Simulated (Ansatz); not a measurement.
# What AlPt3N (built on the sites of a database entry of InNi3N) distorts into, part 3 of 3

Which phase does AlPt3N (built on the sites of a database entry of InNi3N) fall into along its unstable mode, and how much energy does it gain?

Ansatz 0.2.0; DFT RPBE, scalar-relativistic, plane waves, PAW.

So far. Step 5 (Energy along the mode, all amplitudes (two of the runs …): The lowest of the steps tried is at 0.22 Å, 9.40 meV/atom below the parent; the bottom of the well need not coincide with a step. Step 7 (The new phase in its own primitive cell): The largest force component left is 0.26 meV/Å and the pressure is 0.001 GPa, within the tolerances set. The cell now holds 15.99 Å³/atom. The relaxed cell has a = 5.477, c = 9.234 Å (conventional setting).

The structure was built from a prototype and need not be the compound's stable phase.

## Step 8: Modes of the new phase, k-mesh 9×9×9

A relaxed structure may still be a saddle point, so its zone-centre modes are computed. No field response is asked, since the mesh shows no gap.

File input.yaml:

```yaml
crystal:
  lattice:
    - [2.7387249423, 1.5812035827, 3.0778837703]
    - [-2.7387249423, 1.5812035827, 3.0778837703]
    - [0.0, -3.1624071653, 3.0778837703]
  atoms:
    - { symbol: Al, position: [0.080988221, 0.080988221, 0.080988221] }
    - { symbol: Pt, position: [0.4819672423, 0.9880557149, 0.4819672423] }
    - { symbol: Pt, position: [0.9880557149, 0.4819672423, 0.4819672423] }
    - { symbol: Pt, position: [0.4819672423, 0.4819672423, 0.9880557149] }
    - { symbol: "N", position: [0.5181106159, 0.5181106159, 0.5181106159] }
kpoints:
  mp_grid: { grid: [9, 9, 9] }
hamiltonian:
  xc: rpbe
scf:
  occupations: { method: methfessel_paxton, width: 0.2 }
output:
  eigenvalues: true
phonons:
  method: dfpt
```

Run with:

```
ansatz run input.yaml --threads 8 --pin off --max-ram 14336MiB --backend cpu --events-out ev --progress --plain --runs-dir out
```

Numbers of over 12 decimals in the logs are rounded to 6 here.

Output:

```text
[...]
Crystal: 5 atoms, lattice volume = 79.972 Å³
Basis set: ecut = 420 eV, 1559 PW (Γ), exchange–correlation on 60×60×60 points (8 copies of the dense FFT grid, shifted against one another)
Bands: 38, of which v1, the nominal top of the filled ones, is band 31 counted from 1 (30 counted from 0)
Symmetry: 6 space group operations
k-points: 365 of 729 (irreducible under 1 space group operation, time reversal used)
[...]
SCF iter   1: F=—  HF=-38535.290495 eV  |F-HF|=—  |Δ(HF+E_count)|=         —  Δρ=1.08e-2  dr2=5.48e-2  ethr=1.77e-3  ⟨swp⟩=5.1  Hψ=51544  notcnv=0
[...]
SCF iter  12: F=-38535.281541 eV  HF=-38535.281541 eV  |F-HF|=7.28e-12  |Δ(HF+E_count)|=  3.64e-11  S|Δr|=    0.00e0  Δρ=9.38e-8  dr2=8.39e-12  ethr=1.00e-12  ⟨swp⟩=9.4  Hψ=61835  notcnv=0
SCF 1 converged in 12 iterations: F = -38535.281541 eV  dr2 = 8.39e-12
[...]
DFPT response loops at Γ: preconditioner auto → Kerker (q_TF=auto, 2.615 Å⁻¹) (partly filled bands, converged f_vac=0.015); β = 1.00, the filter's whole step (`scf.mixing.beta` (0.50) is not read by the response loops under this deck's `scf.mixing.preconditioner`; to damp them name `kerker` or `kerker_dos`, under which they read `scf.mixing.beta`, and type it under 1.00, their step now; both keys bind the ground state too); Broyden in place of MSR1
SCF converged after 12 iterations
[...]
Free energy (F): -38535.281541 eV
[...]
Internal energy: -38535.289417 eV  (E = F + TS)
E sigma→0 (E₀):  -38535.283510 eV
Entropy (-TS):   0.007876 eV (1.575 meV/atom)
Fermi energy:    15.592866 eV
[...]
--- Band table (eV; the first three rows and the last of 365) ---
  k-point 0: bands = [... 27 lower, 13.9174, 14.0153, 14.0153, 14.9858, 15.5510, 17.4146, 17.5786, 17.5786, ... 3 higher]
  k-point 1: bands = [... 27 lower, 13.9506, 14.1177, 14.1276, 15.1842, 15.3721, 16.9837, 17.5476, 17.7241, ... 3 higher]
  k-point 2: bands = [... 27 lower, 13.9216, 14.0960, 14.1480, 15.0670, 15.3907, 16.5926, 17.8782, 18.0222, ... 3 higher]
  k-point 364: bands = [... 27 lower, 13.5200, 13.5926, 13.8047, 15.4060, 15.9057, 16.4543, 18.2058, 18.7865, ... 3 higher]
--- Phonons (Γ-DFPT): 6 representative perturbations + reference, on 365 of 729 k-points (Σ response iterations 20) ---
  k mesh reduced under 1 symmetry operation, with k and −k counted as one. Each operation leaves every solved perturbation unchanged. A smaller set is not used because it would not reduce the number of displacements times k-points to solve
  ASR residual: 1.308e-4 → 0.000e0 eV/Å²; symmetrization residual: 2.327e-6 eV/Å²
  ASR residual per site (eV/Å²): 5.02e-5 7.52e-5 7.52e-5 7.52e-5 1.31e-4
[...]
non-analytic LO–TO correction: not included (Born effective charges unavailable; polar crystals: no LO–TO splitting at Γ)
```

Elapsed: 94 s, on 8 threads of Arm Neoverse V2, shared host; peak memory 3.1 GiB.

This step gave:

| Quantity | Value |
| --- | --- |
| sum-rule residual before enforcement | 1.31e-4 eV/Å² |
| point group | 3m |
| highest optical mode at the zone centre (no LO-TO term) | 455.7 cm⁻¹ |
| lowest optical zone-centre mode | -66.65 cm⁻¹ |

Patterns of degenerate modes are one choice out of their space. Modes at Γ, with each element's share of the kinetic energy (negative means imaginary):

```csv
mode,frequency (cm⁻¹),symmetry,Al %,Pt %,N %
1,-66.7,A2,0,100,0
2,0.0,acoustic,4,93,2
3,0.0,acoustic,4,93,2
4,0.0,acoustic,4,93,2
5,60.9,E,2,96,1
6,60.9,E,2,96,1
7,141.3,E,54,44,2
8,141.3,E,54,44,2
9,154.7,E,39,61,0
10,154.7,E,39,61,0
11,198.1,A1,27,70,4
12,222.4,A1,69,30,1
13,435.2,E,1,6,94
14,435.2,E,1,6,94
15,455.7,A1,0,7,93
```

Displacements in mode 1 (-66.7 cm⁻¹), the largest set to 1:
```
Al1  0.00  0.00  0.00
Pt2 -0.50 -0.87  0.00
Pt3 -0.50  0.87  0.00
Pt4  1.00  0.00  0.00
N5   0.00  0.00  0.00
```

Displacements in mode 10 (154.7 cm⁻¹), the largest set to 1:
```
Al1  1.00 -0.01  0.00
Pt2 -0.18  0.23 -0.03
Pt3 -0.17 -0.23  0.03
Pt4  0.22  0.00  0.00
N5  -0.14  0.00  0.00
```

Before it was imposed, the acoustic sum rule was missed by 1.3e-4 eV/Å². Small misses are needed for a sound result but don't prove that mesh and cutoff are converged. The lowest optical mode is imaginary, 66.7i cm⁻¹, so the energy falls along it.

## Step 9: Outcome

```
unstable mode of the parent                                                      : q = (0, 0, 0), 140i cm⁻¹
depth at the lowest point sampled                                                : 9.40 meV/atom
largest atomic shift at that point                                               : 0.22 Å
space group reached (within 0.01 Å)                                              : R3m
energy gained over the parent (first relaxation, on the mesh of the frozen mode) : 146 meV/atom
volume per atom, phase reached                                                   : 16.0 Å³
lowest optical zone-centre mode, phase reached                                   : -66.7 cm⁻¹
highest optical mode at the zone centre (no LO-TO term), phase reached           : 456 cm⁻¹
```

What this shows: Along this mode the structure falls into R3m, 146 meV/atom below the parent. At the parent's cell the well is 9.398 meV/atom deep on the steps tried, with its lowest point at a shift of 0.22 Å. Relaxing atoms and cell changes the gain by +136.16 meV/atom against the lowest step (energies at zero smearing). Most of the total comes from this relaxation. The new phase still has an imaginary mode at the zone centre of its cell, so it is a saddle point on the way to a lower structure. Of the 6 patterns followed to their end from this parent, this one ends 215 meV/atom above the lowest, Pmma. Each path keeps the symmetry of its pattern, so a lower phase may lie along a pattern not tried. With no gap, or one that is small against the smearing, the frequencies hang on the k mesh and the smearing, most of all near Kohn anomalies. Spin-orbit coupling is left out, which can matter for the heavy elements here. The starting cell was built on a prototype and not taken from a measurement, so the phase need not exist.

[Logs are printed without paths, hosts, clocks, repeated set-up lines and the standing remarks that a program may print on its own settings, such as how far it seeks lower states.]

[Hosts, paths, dates, database ids (printed as entryN), source tags and the programs' standing remarks are cut or masked in the printed files.]
